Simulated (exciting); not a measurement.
# Electron–core-hole interaction in the Se K spectrum of CdSe (Cadmoselite)

Wanted: the near-edge spectrum and the bound core excitons at the Se K edge of CdSe (Cadmoselite).

Method: X-ray absorption, core-level Bethe-Salpeter equation, exchange and statically screened direct term, Tamm-Dancoff, all-electron LAPW+lo PBE, in exciting sodium.

The database entry behind the starting cell differs from later determinations by our own check (inner coordinate of an old entry), so it need not match the best structure at ambient conditions.

## (1) The structure

It takes space group P6_3mc (No. 186, hexagonal). Conventional cell: a = 4.300 Å, b = 4.300 Å, c = 7.020 Å, α = 90.00°, β = 90.00°, γ = 120.00°. Cd has 4 Se at 2.61 to 2.70 Å nearest. Nearest to Se lie 4 Cd at 2.61 to 2.70 Å. Farther neighbours and most contacts between anions are not listed.

Coordinates:

```xyz
4
Lattice="4.3000 0.0000 0.0000 -2.1500 3.7239 0.0000 0.0000 0.0000 7.0200" Properties=species:S:1:pos:R:3 pbc="T T T"
Cd    2.1500    1.2413    3.5100
Cd    0.0000    2.4826    0.0000
Se    2.1500    1.2413    6.2127
Se    0.0000    2.4826    2.7027
```

Differences between curves are given as r.m.s. difference over r.m.s. height.

## (2) The self-consistent potential

The species files are the program's own, with muffin-tin radii set in the input.

The input, input.xml:

```
<input>
  <title>CdSe</title>
  <structure speciespath="." autormt="false" epslat="1.0e-5">
    <crystal>
      <basevect>8.1258223344 0.0000000000 0.0000000000</basevect>
      <basevect>-4.0629111672 7.0371685683 0.0000000000</basevect>
      <basevect>0.0000000000 0.0000000000 13.2658773924</basevect>
    </crystal>
    <species speciesfile="Cd.xml" rmt="2.300">
      <atom coord="0.6666666667 0.3333333333 0.5000000000"/>
      <atom coord="0.3333333333 0.6666666667 0.0000000000"/>
    </species>
    <species speciesfile="Se.xml" rmt="2.300">
      <atom coord="0.6666666667 0.3333333333 0.8850000000"/>
      <atom coord="0.3333333333 0.6666666667 0.3850000000"/>
    </species>
  </structure>
  <groundstate do="fromscratch" xctype="GGA_PBE" ngridk="4 4 2" rgkmax="7" gmaxvr="14" nempty="8" swidth="0.001" maxscl="100" epsengy="1e-5"/>
</input>
```

Started as:

```
$ OMP_NUM_THREADS=1 mpirun -n 4 exciting
```

What it wrote:

```text
EXCITING SODIUM started
********************************************************************************
* Ground-state run starting from atomic densities                              *
********************************************************************************
+ Starting initialization                                                      +
 Lattice vectors (cartesian) :
      8.1258223344      0.0000000000      0.0000000000
     -4.0629111672      7.0371685683      0.0000000000
      0.0000000000      0.0000000000     13.2658773924
 Reciprocal lattice vectors (cartesian) :
      0.7732368551      0.4464285065     -0.0000000000
      0.0000000000      0.8928570129      0.0000000000
      0.0000000000     -0.0000000000      0.4736351107
 Unit cell volume                           :     758.5797686436
 Brillouin zone volume                      :       0.3269929198
 Species :    1 (Cd)
     parameters loaded from                 :    Cd.xml
     name                                   :    cadmium
     nuclear charge                         :     -48.00000000
     electronic charge                      :      48.00000000
     atomic mass                            :  204912.71750000
     muffin-tin radius                      :       2.30000000
     # of radial points in muffin-tin       :     400
     atomic positions (lattice) :
       1 :   0.00000000  0.00000000  0.00000000
       2 :   0.66666667  0.33333333  0.50000000
 Species :    2 (Se)
     parameters loaded from                 :    Se.xml
     name                                   :    selenium
     nuclear charge                         :     -34.00000000
     electronic charge                      :      34.00000000
     atomic mass                            :  143935.27480000
     muffin-tin radius                      :       2.30000000
     # of radial points in muffin-tin       :     350
     atomic positions (lattice) :
       1 :   0.00000000  0.00000000  0.38500000
       2 :   0.66666667  0.33333333  0.88500000
 Total number of atoms per unit cell        :       4
 Spin treatment                             :    spin-unpolarised
 Number of Bravais lattice symmetries       :      24
 Number of crystal symmetries               :      12
 k-point grid                               :       4    4    2
 Total number of k-points                   :       8
 k-point set is reduced with crystal symmetries
 R^MT_min * |G+k|_max (rgkmax)              :       7.00000000
 Species with R^MT_min                      :       1 (Cd)
 Maximum |G+k| for APW functions            :       3.04347826
 Maximum |G| for potential and density      :      14.00000000
 G-vector grid sizes                        :      40    40    60
 Total number of G-vectors                  :   35147
 Maximum angular momentum used for
     APW functions                          :       8
     computing H and O matrix elements      :       8
     potential and density                  :       8
     inner part of muffin-tin               :       2
 Total nuclear charge                       :    -164.00000000
 Total electronic charge                    :     164.00000000
 Total core charge                          :      96.00000000
 Total valence charge                       :      68.00000000
 Number of empty states                     :       8
 Total number of valence states             :      43
 Maximum Hamiltonian size                   :     425
 Maximum number of plane-waves              :     373
 Total number of local-orbitals             :      52
 Exchange-correlation type                  :      20
     Perdew-Burke-Ernzerhof, Phys. Rev. Lett. 77, 3865 (1996)
     Generalised gradient approximation (GGA)
 Smearing scheme                            :    Gaussian
 Smearing width                             :       0.00100000
 Using multisecant Broyden potential mixing
+ Ending initialization                                                        +
********************************************************************************
* Groundstate module started                                                   *
********************************************************************************
 Output level for this task is set to normal
+ Self-consistent loop started                                                 +
 Density and potential initialised from atomic data
+ SCF iteration number :    1                                                  +
 Total energy                               :    -16050.18959250
 _______________________________________________________________
 Fermi energy                               :         0.11627161
 Kinetic energy                             :     16714.54559757
 Coulomb energy                             :    -32279.03130157
 Exchange energy                            :      -477.22700574
 Correlation energy                         :        -8.47688276
 DOS at Fermi energy (states/Ha/cell)       :         0.00000000
 Electron charges :
     core                                   :        96.00000000
     core leakage                           :         0.00265104
     valence                                :        68.00000000
     interstitial                           :         7.37219018
     charge in muffin-tin spheres :
                  atom     1    Cd          :        45.83352676
                  atom     2    Cd          :        45.83352676
                  atom     3    Se          :        32.48037815
                  atom     4    Se          :        32.48037815
     total charge in muffin-tins            :       156.62780982
     total charge                           :       164.00000000
 Estimated fundamental gap                  :         0.04188123
        valence-band maximum at    1      0.0000  0.0000  0.0000
     conduction-band minimum at    1      0.0000  0.0000  0.0000
[... further iterations ...]
| Convergence targets achieved. Performing final SCF iteration                 +
 Total energy                               :    -16052.58344800
 _______________________________________________________________
 Fermi energy                               :         0.11249613
 Kinetic energy                             :     16711.06683121
 Coulomb energy                             :    -32277.99214258
 Exchange energy                            :      -477.17793256
 Correlation energy                         :        -8.48020407
 DOS at Fermi energy (states/Ha/cell)       :         0.00000000
 Electron charges :
     core                                   :        96.00000000
     core leakage                           :         0.00259996
     valence                                :        68.00000000
     interstitial                           :         7.58049871
     charge in muffin-tin spheres :
                  atom     1    Cd          :        45.96391957
                  atom     2    Cd          :        45.96391957
                  atom     3    Se          :        32.24583107
                  atom     4    Se          :        32.24583107
     total charge in muffin-tins            :       156.41950129
     total charge                           :       164.00000000
 Estimated fundamental gap                  :         0.02432042
        valence-band maximum at    1      0.0000  0.0000  0.0000
     conduction-band minimum at    1      0.0000  0.0000  0.0000
+ Self-consistent loop stopped                                                 +
 STATE.OUT is written
********************************************************************************
* Groundstate module stopped                                                   *
********************************************************************************
 Total time spent (seconds)                 :        50.51
| EXCITING SODIUM stopped                                                      =
```

Wall time 52 s (4 MPI ranks of Intel Xeon at 2.70GHz, shared host).

The mesh shows a gap of 0.66 eV. Core levels (Dirac, from the valence top):

```csv
atom,level,energy (eV)
Se,2s1/2,-1600.0
Se,2p1/2,-1434.6
Se,2p3/2,-1392.9
Se,3s1/2,-207.0
Se,3p1/2,-150.4
Se,3p3/2,-144.6
```

## (3) A richer basis for the empty states

Each species file gets more local orbitals, built from u and its energy derivative at 0.15 Ha and u at 0.9 Ha.

input.xml is that of step 2.

The input, SPECIES.xml, added lines:

```
<lo l="L">  <!-- L = 0, 1, 2 -->
  <wf matchingOrder="0" trialEnergy="0.1500" searchE="false"/>
  <wf matchingOrder="1" trialEnergy="0.1500" searchE="false"/>
  <wf matchingOrder="0" trialEnergy="0.9000" searchE="false"/>
</lo>
```

Started as:

```
$ OMP_NUM_THREADS=1 mpirun -n 4 exciting
```

What it wrote:

```text
EXCITING SODIUM started
********************************************************************************
* Ground-state run starting from atomic densities                              *
********************************************************************************
+ Starting initialization                                                      +
[... lattice and species ...]
 Spin treatment                             :    spin-unpolarised
 Number of Bravais lattice symmetries       :      24
[...]
valence-band maximum at    1      0.0000  0.0000  0.0000
     conduction-band minimum at    1      0.0000  0.0000  0.0000
+ Self-consistent loop stopped                                                 +
 STATE.OUT is written
********************************************************************************
* Groundstate module stopped                                                   *
********************************************************************************
 Total time spent (seconds)                 :        39.35
| EXCITING SODIUM stopped                                                      =
[key lines of the parts left out:]
Total energy                               :    -16052.58439420
Fermi energy                               :         0.11286318
```

Run time: 40 s. Hardware: 4 MPI ranks.

Against the first ground state the total energy moves by -6 meV an atom and the gap by 0.00 eV.

(Continued in part 2 of 3.)

[Banner, clock and machine lines of the logs are left out without a mark of their own.]

[Logs are printed without paths, hosts, clocks, repeated set-up lines and the standing remarks that a program may print on its own settings, such as how far it seeks lower states.]

[Hosts, paths, dates, database ids (printed as entryN), source tags and the programs' standing remarks are cut or masked in the printed files.]
